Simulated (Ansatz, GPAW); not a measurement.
# NO/Sr(110): work function by functional and basis, part 3 of 3

Aim: the work function of both faces of NO/Sr(110), and its spread over functionals and bases.

GPAW 26.7.0 and Ansatz 0.2.0; GPAW, PAW setups; slab in vacuum (the session's first sound run).

So far, upper work function (eV): step 2 (relaxation, PBE, GPAW) 3.24; step 5 (self-consistent run: xc = "RPBE") 3.12; step 6 (self-consistent run: xc = "revPBE") 3.08; step 7 (real-space grid: mode = "fd", PBE, GPAW) 3.25; step 8 (atomic orbitals: mode = "lcao", PBE, GPAW) 3.16.

## Step 10: A second plane-wave code (continued)

The electrostatic potential energy of an electron (with the applied field's), less the Fermi level, planar mean oscillates, so the rows of the table below give means over windows of 2.19 Å about each position, cut where the curve ends. Its maxima inside the range that stand out by 2 % of the span (Å: eV): 9.1: -0.985, 11.2: -0.881, 13.4: -0.288, 15.6: -1.02. Its minima: 8.0: -8.78, 10.2: -8.35, 12.3: -8.51, 14.6: -8.30, 16.6: -9.97.

Table of electrostatic potential energy of an electron (with the applied field's), less the Fermi level, planar mean by z; means over each step:

```
z (Å)  electrostatic potential energy of an electron (with the applied field's), less the Fermi level, planar mean (eV)
 1.09                                                                                                              2.65
 3.29                                                                                                              2.60
 5.48                                                                                                              2.27
 7.67                                                                                                             -3.65
 9.86                                                                                                             -4.04
12.05                                                                                                             -3.99
14.24                                                                                                             -3.68
16.43                                                                                                             -4.96
18.62                                                                                                              1.08
20.81                                                                                                              3.24
23.00                                                                                                              3.25
25.19                                                                                                              3.21
```

The valence density, planar mean oscillates, so the rows of the table below give means over windows of 2.19 Å about each position, cut where the curve ends. Its maxima inside the range that stand out by 2 % of the span (Å: e/Å³): 8.0: 0.259, 10.2: 0.266, 12.3: 0.263, 14.6: 0.265, 16.8: 0.419, 18.2: 0.270. Its minima: 9.1: 0.0766, 11.2: 0.0755, 13.4: 0.0627, 15.6: 0.0984, 17.7: 0.153.

Table of valence density, planar mean by z; means over each step:

```
z (Å)  valence density, planar mean (e/Å³)
 1.09                               2.6e-6
 3.29                               1.3e-4
 5.48                              0.00463
 7.67                                0.156
 9.86                                0.178
12.05                                0.175
14.24                                0.173
16.43                                0.257
18.62                                0.122
20.81                               3.6e-4
23.00                               1.1e-6
```

Force by atom:

```
atom  x (eV/Å)  y (eV/Å)  z (eV/Å)   size
 Sr1     0.000     0.000     0.071  0.071
 Sr2     0.000     0.000     0.028  0.028
 Sr3     0.000     0.000    -0.009  0.009
 Sr4     0.000     0.000     0.038  0.038
 Sr5     0.000     0.000    -0.020  0.020
  N6     0.000     0.000    -0.266  0.266
  O7     0.000     0.000     0.158  0.158
```

The upper face's work function is 3.247 eV, against 3.236 eV in the first plane-wave PBE run at this geometry.

## Step 11: Side by side

Results and costs are gathered.

This step: comparison of work functions, dipole and cost; PAW set soft_1 (GPAW 26.7.0).

Ladder, by row:

```
  step    code  work function, upper (eV)  work function, lower (eV)  dipole (e Å)  wall time (s)  peak memory (GiB)  threads
    pw    GPAW                      3.236                      2.607      -0.09141          299.6               0.57        1
   LDA    GPAW                      3.545                      2.738        -0.117          361.8               0.56        1
  RPBE    GPAW                      3.117                      2.525      -0.08584          351.2               0.57        1
revPBE    GPAW                      3.075                      2.528      -0.07953          454.2               0.57        1
    fd    GPAW                      3.249                      2.605      -0.09307           1126                1.9        1
  lcao    GPAW                      3.156                       2.57      -0.08468          635.1               0.69        1
ansatz  Ansatz                      3.247                      2.603      -0.09299          16.33              1.138        4
```

## Step 12: A changed run

One more run, with changed settings.

This step: GPAW, PAW setups; slab in vacuum (GPAW 26.7.0).

run.py

```python
import json
import numpy as np
from ase import Atoms
from gpaw import GPAW

slab = Atoms(
    ['Sr', 'Sr', 'Sr', 'Sr', 'Sr', 'N', 'O'],
    positions=[
        [0.00000, 0.00000, 8.00000],
        [3.04000, 2.14960, 10.14960],
        [0.00000, 0.00000, 12.29921],
        [3.04000, 2.14960, 14.58818],
        [-0.00000, 0.00000, 16.58126],
        [3.04000, 2.14960, 17.00314],
        [3.04000, 2.14960, 18.23531]],
    cell=[[6.08, 0.0, 0.0], [0.0, 4.29921, 0.0], [0.0, 0.0, 26.27842]],
    pbc=[True, True, False])

slab.calc = GPAW(mode='fd', h=0.4, xc='PBE', kpts={'size': (5, 7, 1), 'gamma': True},
                 occupations={'name': 'fermi-dirac', 'width': 0.1}, nbands='160%',
                 convergence={'density': 1e-05}, maxiter=100,
                 poissonsolver={'dipolelayer': 'xy'},
                 symmetry={'tolerance': 1e-3}, txt='slab.txt')
result = {}
energy = slab.get_potential_energy()
fermi = slab.calc.get_fermi_level()
v = slab.calc.get_electrostatic_potential().mean((0, 1)) - fermi
n = slab.calc.get_pseudo_density().mean((0, 1))
L = slab.cell[2, 2]
z = np.arange(len(v)) * L / len(v)
low, high = slab.positions[:, 2].min(), slab.positions[:, 2].max()
below, above = np.interp([low - 5.8, high + 5.8], z, v)
slopes = [np.interp(x, z, np.gradient(v, z)) for x in (low - 5.8, high + 5.8)]
eps = np.array([[slab.calc.get_eigenvalues(k, s) for k in range(len(slab.calc.get_ibz_k_points()))]
                for s in range(slab.calc.get_number_of_spins())]) - fermi
top, bottom = eps[eps < 0].max(), eps[eps > 0].min()
dipole = slab.get_dipole_moment()[2]
print(f'energy {energy:.4f} eV, Fermi level {fermi:.4f} eV, dipole {dipole:.5f} e A')
print(f'potential 5.8 A off the faces, from the Fermi level: lower {below:.4f} eV, upper {above:.4f} eV')
print(f'slope of the potential there: lower {slopes[0]:.5f}, upper {slopes[1]:.5f} eV/A')
print(f'nearest levels on the mesh: {top:.4f} and {bottom:.4f} eV')
print('magnetic moment', round(slab.get_magnetic_moment(), 3))
result.update(energy=energy, fermi=fermi, dipole=dipole, below=below, above=above, slopes=slopes, edges=[top, bottom],
              z=z.tolist(), v=v.tolist(), n=n.tolist(), positions=slab.positions.tolist(),
              forces=slab.get_forces(apply_constraint=False).tolist(), moments=slab.get_magnetic_moments().tolist())
json.dump(result, open('result.json', 'w'))
```

On the command line:

```sh
OMP_NUM_THREADS=1 OPENBLAS_NUM_THREADS=1 python run.py
```

Run time: 2.9 min. Hardware: 1 thread of Arm Neoverse V2, shared host; peak memory 0.31 GiB.

The run finished. A setting was moved off its sound value on purpose, so it serves as a test and not as the result.

The fault put into the input: a grid far too coarse (mode = "fd" and h = 0.4).

Side by side:

```
                     quantity  this run  sound run  difference
dipole along the normal (e·Å)  0.055121  -0.091406       0.147
     upper work function (eV)    2.1829     3.2362       -1.05
     lower work function (eV)    2.5844     2.6066     -0.0222
```

The dipole along the normal changes sign: 0.0551 e·Å against -0.0914 e·Å.

## Step 13: Summary of results

| Property | Result |
| --- | --- |
| work function, upper and lower face | 3.236 and 2.607 eV |
| dipole along the normal | -0.0914 e Å |

In words: With plane waves and PBE the work function is 3.24 eV on the upper face and 2.61 eV on the lower. The two faces differ by 0.63 eV, the step that the slab's dipole makes (e p/(ε0 A) gives 0.63 eV), so the dipole layer is needed. Over the sound runs of the table the upper face's work function spans 3.075 (revPBE) to 3.545 eV (LDA). The two plane-wave codes differ by 0.011 eV on the upper face. The cell of 26.1 Å² holds one NO, started on one chosen site; other sites and coverages weren't tried. The in-plane lattice was kept as typed, which isn't the functional's own and leaves some strain; spin-orbit coupling and temperature are left out.

[Logs are printed without paths, hosts, clocks, repeated set-up lines and the standing remarks that a program may print on its own settings, such as how far it seeks lower states.]

[Hosts, paths, dates, database ids (printed as entryN), source tags and the programs' standing remarks are cut or masked in the printed files.]
